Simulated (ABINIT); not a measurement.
**LiHF2 (C2/m): a self-consistent loop beyond G0W0, cycle by cycle**

Wanted: G0W0 and self-consistent gaps of LiHF2 (C2/m), with the cost of the cycles.

Program: ABINIT 10.8.3. Level of theory: PBEsol and many-body steps on it, plane waves. Results are calculated unless marked as measured.

## Step 1: Starting point

The structure is monoclinic, space group C2/m (No. 12). Conventional cell: a = 5.095 Å, b = 3.070 Å, c = 4.903 Å, α = 90.00°, β = 121.02°, γ = 90.00°. Nearest to Li lie 6 F at 2.00 to 2.04 Å. H has 2 F at 1.14 Å nearest. F has 1 H at 1.14 Å and 3 Li at 2.00 to 2.04 Å nearest. Farther neighbours and most contacts between anions are not listed.

The cell and positions are those that the Materials Project relaxed with its own functionals (PBE, PBE+U or r2SCAN), kept fixed.

## Step 2: Empty states on the mesh, 4×4×2 mesh, 34 bands

This step: ABINIT 10.8.3; DFT, PBEsol, plane waves, norm-conserving pseudopotentials.

The sums over transitions need many empty states on a uniform mesh; this step solves for them.

Contents of run.abi:

```
acell 3*1.0 Angstrom
rprim 
  2.547496000000 -1.534899000000 -0.000000000000
  2.547496000000 1.534899000000 -0.000000000000
  -2.526944000000 -0.000000000000 4.201520000000
ntypat 3
znucl 3 1 9
natom 4
typat 1 2 3 3
xred 
  0.000000000000 0.000000000000 0.000000000000
  0.000000000000 0.000000000000 0.500000000000
  0.209803000000 0.209803000000 0.750702000000
  0.790197000000 0.790197000000 0.249298000000
pp_dirpath "pseudos"
pseudos "Li.upf, H.upf, F.upf"
ecut 36
ngkpt 4 4 2
nshiftk 1
shiftk 0 0 0
kptopt 1
chksymbreak 0
iscf -2
irdden 1
istwfk *1
nband 34
nbdbuf 4
tolwfr 1e-09
nstep 60
prtvol 0
indata_prefix "in"
outdata_prefix "out"
tmpdata_prefix "tmp"
```

Launch:

```bash
$ OMP_NUM_THREADS=1 mpirun -n 4 abinit run.abi > log
```

Numbers of over 12 decimals in the logs are rounded to 6 here.

Output:

```text
.Version 10.8.3 of ABINIT. v10.8.2 released Aug 2026.

 Symmetries : space group C2/m (# 12); Bravais mC (1-face-center monocl.)
[... echo of the input left out ...]
== DATASET  1 ==================================================================
-   mpi_nproc: 4, omp_nthreads: 1 (-1 if OMP is not activated)

--- !DatasetInfo
iteration_state: {dtset: 1, }
dimensions: {natom: 4, nkpt: 14, mband: 34, nsppol: 1, nspinor: 1, nspden: 1, mpw: 2327, }
cutoff_energies: {ecut:  36.0, pawecutdg:  -1.0, }
[...]
0.83642    0.85245    0.92495    0.94834    0.94847    0.99702    1.04828    1.09624
   1.16534    1.19406    1.24794    1.27851    1.42398    1.42780    1.55149    1.55361
   1.62304    1.70821
 prteigrs : prtvol=0 or 1, do not print more k-points.

== END DATASET(S) ==============================================================
================================================================================

 -outvars: echo values of variables after computation  --------
            nband          34
             nkpt          14
          spgroup          12
 [... the other variables as echoed above ...]

 Calculation completed.
```

Wall time 9 s (4 MPI ranks of Intel Xeon Platinum 8259CL at 2.50GHz (Skylake/Cascade Lake), shared host); peak memory 0.3 GiB.

This step gave:

```
gap                                                           : 8.408 eV
k of the valence top                                          : 0, 0, 0.5
k of the conduction bottom                                    : 0, 0, 0
least direct gap                                              : 8.531 eV
k points computed                                             : 14
lowest point of the top converged band, above the valence top : 41.45 eV
```

On this mesh the gap is 8.408 eV.

The density comes from a self-consistent run that is not shown.

## Step 3: Screening, 4×4×2 mesh, 30 bands, screening to 106.1 eV

The RPA dielectric matrix is built and inverted for each q.

This step: RPA screening on PBEsol, plane waves, norm-conserving pseudopotentials.

Changes to run.abi since step 2:

```diff
@@ -22,10 +22,11 @@
 chksymbreak 0
-iscf -2
-irdden 1
 istwfk *1
-nband 34
-nbdbuf 4
-tolwfr 1e-09
-nstep 60
-prtvol 0
+occopt 1
+irdwfk 1
+optdriver 3
+nband 30
+ecuteps 3.9
+inclvkb 2
+awtr 1
+symchi 1
 indata_prefix "in"
```

Output:

```text
.Version 10.8.3 of ABINIT. v10.8.2 released Aug 2026.

 Symmetries : space group C2/m (# 12); Bravais mC (1-face-center monocl.)
[... echo of the input left out ...]
== DATASET  1 ==================================================================
-   mpi_nproc: 4, omp_nthreads: 1 (-1 if OMP is not activated)

--- !DatasetInfo
iteration_state: {dtset: 1, }
dimensions: {natom: 4, nkpt: 14, mband: 30, nsppol: 1, nspinor: 1, nspden: 1, mpw: 2327, }
cutoff_energies: {ecut:  36.0, pawecutdg:  -1.0, }
electrons: {nelect:   1.80000000E+01, charge:   0.00000000E+00, occopt:   1.00000000E+00, tsmear:   1.00000000E-02, }

 SCREENING: Calculation of the susceptibility and dielectric matrices

 Based on a program developped by R.W. Godby, V. Olevano, G. Onida, and L. Reining.
 Incorporated in ABINIT by V. Olevano, G.-M. Rignanese, and M. Torrent.
.Using double precision arithmetic ; gwpc =  8

[... cell and pseudopotentials left out ...]
--------------------------------------------------------------------------------

 ==== K-mesh for the wavefunctions ====
 Number of points in the irreducible wedge :    14
[... list of points left out ...]
 Together with  4 symmetry operations and time-reversal symmetry
 yields    32 points in the full Brillouin Zone.

 ==== Q-mesh for the screening function ====
 Number of points in the irreducible wedge :    14
[... list of points left out ...]
 Together with  4 symmetry operations and time-reversal symmetry
 yields    32 points in the full Brillouin Zone.

 setmesh: FFT mesh size selected  =    20x   20x   30
          total number of points  =        12000

 vcoul_init : cutoff-mode = AUXILIARY_FUNCTION
 q-points for optical limit:   1
     1)      0.000010    0.000020    0.000030

- screening: taking advantage of time-reversal symmetry
- Maximum band index for partially occupied states nbvw = 9
- Remaining bands to be divided among processors   nbcw = 21
- Number of bands treated by each node ~5

 Number of electrons calculated from density =   18.0000; Expected =   18.0000
 average of density, n =  0.081179
 r_s =    1.4327
 omega_plasma =   27.4839 [eV]

 calculating chi0 at frequencies [eV] :
  1    0.000000E+00    0.000000E+00
  2    0.000000E+00    2.748392E+01

--------------------------------------------------------------------------------
  q-point number  1        q = ( 0.000000, 0.000000, 0.000000) [r.l.u.]
--------------------------------------------------------------------------------
[... chi0 elements left out ...]
 For q-point:  0.000010 0.000020 0.000030
  dielectric constant =   2.0483
  dielectric constant without local fields =   2.1390

  Average fulfillment of the sum rule on Im[epsilon] for q-point    1 :     30.15  [%]
[... wings left out ...]
  q-point number  2        q = ( 0.250000, 0.000000, 0.000000) [r.l.u.]
--------------------------------------------------------------------------------
[... chi0 elements left out ...]
  Average fulfillment of the sum rule on Im[epsilon] for q-point    2 :     43.68  [%]

 [... 12 further q-points ...]
```

It took 7.9 s on 4 MPI ranks; peak memory 0.5 GiB; 31 s of CPU time.

This step gave:

```yaml
eps_infinity_with_local_fields_on_this_mesh_along_the_program_s_q_direction: 2.048
the_same_without_local_fields: 2.139
plasma_frequency: 27.48 eV
plane_waves_in_the_screening_matrix: 89
```

Local fields lower ε∞ by 4 %. On a Γ-centred mesh this coarse the value itself is usually too large, while a short band sum pulls it down.

## Step 4: G0W0

The self-energy is evaluated for the states that the input lists, and the levels follow from it, in one-shot runs by the linearised quasiparticle equation.

This step: G0W0 on PBEsol, plane waves, norm-conserving pseudopotentials.

Changes to run.abi since step 3:

```diff
@@ -25,8 +25,17 @@
 irdwfk 1
-optdriver 3
+optdriver 4
 nband 30
+gwcalctyp 0
+ecutsigx 36
+symsigma 1
+nkptgw 2
+kptgw 
+  0.0000000000 0.0000000000 0.5000000000
+  0.0000000000 0.0000000000 0.0000000000
+bdgw 
+  8 11
+  8 11
 ecuteps 3.9
-inclvkb 2
-awtr 1
-symchi 1
+irdscr 1
+ppmodel 1
 indata_prefix "in"
```

Output:

```text
.Version 10.8.3 of ABINIT. v10.8.2 released Aug 2026.

 Symmetries : space group C2/m (# 12); Bravais mC (1-face-center monocl.)
[... echo of the input left out ...]
== DATASET  1 ==================================================================
-   mpi_nproc: 4, omp_nthreads: 1 (-1 if OMP is not activated)

--- !DatasetInfo
iteration_state: {dtset: 1, }
dimensions: {natom: 4, nkpt: 14, mband: 30, nsppol: 1, nspinor: 1, nspden: 1, mpw: 2327, }
cutoff_energies: {ecut:  36.0, pawecutdg:  -1.0, }
electrons: {nelect:   1.80000000E+01, charge:   0.00000000E+00, occopt:   1.00000000E+00, tsmear:   1.00000000E-02, }

 SIGMA: Calculation of the GW corrections

 Based on a program developped by R.W. Godby, V. Olevano, G. Onida, and L. Reining.
 Incorporated in ABINIT by V. Olevano, G.-M. Rignanese, and M. Torrent.
.Using double precision arithmetic ; gwpc =  8

[... cell and pseudopotentials left out ...]
--------------------------------------------------------------------------------

 ==== K-mesh for the wavefunctions ====
 Number of points in the irreducible wedge :    14
[... list of points left out ...]
 Together with  4 symmetry operations and time-reversal symmetry
 yields    32 points in the full Brillouin Zone.

 ==== Q-mesh for screening function ====
 Number of points in the irreducible wedge :    14
[... list of points left out ...]
 Together with  4 symmetry operations and time-reversal symmetry
 yields    32 points in the full Brillouin Zone.

 vcoul_init : cutoff-mode = AUXILIARY_FUNCTION
 q-points for optical limit:   1
     1)      0.000010    0.000020    0.000030
 setmesh: FFT mesh size selected  =    27x   27x   45
          total number of points  =        32805

 Number of electrons calculated from density =   18.0000; Expected =   18.0000
 average of density, n =  0.081179
 r_s =    1.4327
 omega_plasma =   27.4839 [eV]

 === KS Band Gaps ===
  >>>> For spin  1
   Minimum direct gap =   8.5313 [eV], located at k-point      :   0.0000  0.0000  0.0000
   Fundamental gap    =   8.4081 [eV], Top of valence bands at :   0.0000  0.0000  0.5000
                                       Bottom of conduction at :   0.0000  0.0000  0.0000
 SIGMA fundamental parameters:
 PLASMON POLE MODEL  1
 number of plane-waves for SigmaX                 2327
 number of plane-waves for SigmaC and W             89
 number of plane-waves for wavefunctions          2327
 number of bands                                    30
 number of independent spin polarizations            1
 number of spinorial components                      1
 number of k-points in IBZ                          14
 number of q-points in IBZ                          14
 number of symmetry operations                       4
 number of k-points in BZ                           32
 number of q-points in BZ                           32
 number of frequencies for dSigma/dE                 9
 frequency step for dSigma/dE [eV]                0.25
 number of omega for Sigma on real axis              0
 max omega for Sigma on real axis  [eV]           0.00
 zcut for avoiding poles [eV]                     0.10

 EPSILON^-1 parameters (SCR file):
 dimension of the eps^-1 matrix on file             89
 dimension of the eps^-1 matrix used                89
 number of plane-waves for wavefunctions          2327
 number of bands                                    30
 number of q-points in IBZ                          14
 number of frequencies                               2
 number of real frequencies                          1
 number of imag frequencies                          1

 matrix elements of self-energy operator (all in [eV])

 Perturbative Calculation

--- !SelfEnergy_ee
iteration_state: {dtset: 1, }
kpoint     : [   0.000,    0.000,    0.500, ]
spin       : 1
KS_gap     :    9.591
QP_gap     :   14.101
Delta_QP_KS:    4.510
data: !SigmaeeData |
     Band     E0 <VxcDFT>   SigX SigC(E0)      Z dSigC/dE  Sig(E)    E-E0       E
        8  -2.711 -22.449 -30.373   4.915   0.833  -0.201 -24.954  -2.505  -5.216
        9  -2.601 -22.716 -30.636   4.956   0.832  -0.202 -25.183  -2.467  -5.067
       10   6.990 -10.436  -5.691  -2.467   0.897  -0.114  -8.392   2.044   9.034
       11   9.683 -11.936  -6.668  -2.620   0.891  -0.122  -9.577   2.360  12.042

--- !SelfEnergy_ee
iteration_state: {dtset: 1, }
kpoint     : [   0.000,    0.000,    0.000, ]
spin       : 1
KS_gap     :    8.531
QP_gap     :   12.638
Delta_QP_KS:    4.107
data: !SigmaeeData |
     Band     E0 <VxcDFT>   SigX SigC(E0)      Z dSigC/dE  Sig(E)    E-E0       E
        8  -2.809 -22.503 -30.483   4.958   0.832  -0.202 -25.017  -2.513  -5.323
        9  -2.724 -23.300 -30.563   4.649   0.836  -0.196 -25.486  -2.186  -4.910
       10   5.807 -10.780  -6.129  -2.514   0.899  -0.112  -8.859   1.921   7.729
       11  10.146  -8.563  -3.435  -2.744   0.903  -0.107  -6.409   2.153  12.300

== END DATASET(S) ==============================================================
================================================================================

 -outvars: echo values of variables after computation  --------
           etotal      0.0000000000E+00
            nband          30
             nkpt          14
          spgroup          12
 [... the other variables as echoed above ...]

 Calculation completed.
```

Elapsed: 3.8 s, on 4 MPI ranks; peak memory 0.43 GiB.

Numbers from this step:

| Quantity | Value |
| --- | --- |
| G0W0 gap on the points computed | 12.64 eV |
| starting gap on the mesh | 8.408 eV |
| k of the valence top | 0, 0, 0 |
| k of the conduction bottom | 0, 0, 0 |
| Z at the valence top | 0.836 |
| Z at the conduction bottom | 0.899 |
| least direct G0W0 gap on the computed points | 12.64 eV |

The gap on the mesh goes from 8.41 eV to 12.64 eV, a correction of +4.23 eV.

(Part 1 of 2 ends here.)

[Paths, hosts, dates, memory and timing lines, banners, echoed tables and standing remarks are left out of the program output.]

[Logs are printed without paths, hosts, clocks, repeated set-up lines and the standing remarks that a program may print on its own settings, such as how far it seeks lower states.]

[Runs of the session that timed out or met a known fault of the program may be left out.]

[Hosts, paths, dates, database ids (printed as entryN), source tags and the programs' standing remarks are cut or masked in the printed files.]

[G0W0 gaps are taken among the corrected bands and points alone; a level outside them can change the order at an edge.]

[Where Ansatz stands beside ABINIT at settings called matched, ABINIT's density can come from a denser mesh and the files from another edition; pairs whose starting gaps differed by over 0.03 eV were left out, so agreement reads better than it is.]
